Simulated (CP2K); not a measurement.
The B K edge of boroxine was computed by TDDFT (CP2K XAS_TDP, aug-cc-pVDZ, TDA) at these levels: PBE, PBEh(45%) and PBEh(45%) + GW2X. The first three lines of B1 (bonded to 2 O and H) with a strength over 0.0015, energy in eV and strength:

| run | first | second | third |
| --- | --- | --- | --- |
| 1 | 187.02 (0.079) | 191.13 (0.004) | 191.74 (0.006) |
| 2 | 177.63 (0.033) | 178.84 (0.005) | 180.72 (0.016) |
| 3 | 194.77 (0.076) | 198.88 (0.004) | 199.50 (0.006) |

Q: Which run is which?

Run 1: PBEh(45%) (45 % exact exchange). Run 2: PBE (0 % exact exchange). Run 3: PBEh(45%) + GW2X (45 % exact exchange). Self-interaction lifts the core level, so the uncorrected lines rise with the share of exact exchange. The GW2X run keeps the spacings of its parent: 4.11 eV between the first two lines in run 3, 4.11 eV in run 1. Its shift is +7.75 eV, since the Kohn–Sham level at this share of exchange lies that far above the quasiparticle level.

[Hosts, paths, dates, database ids (printed as entryN), source tags and the programs' standing remarks are cut or masked in the printed files.]
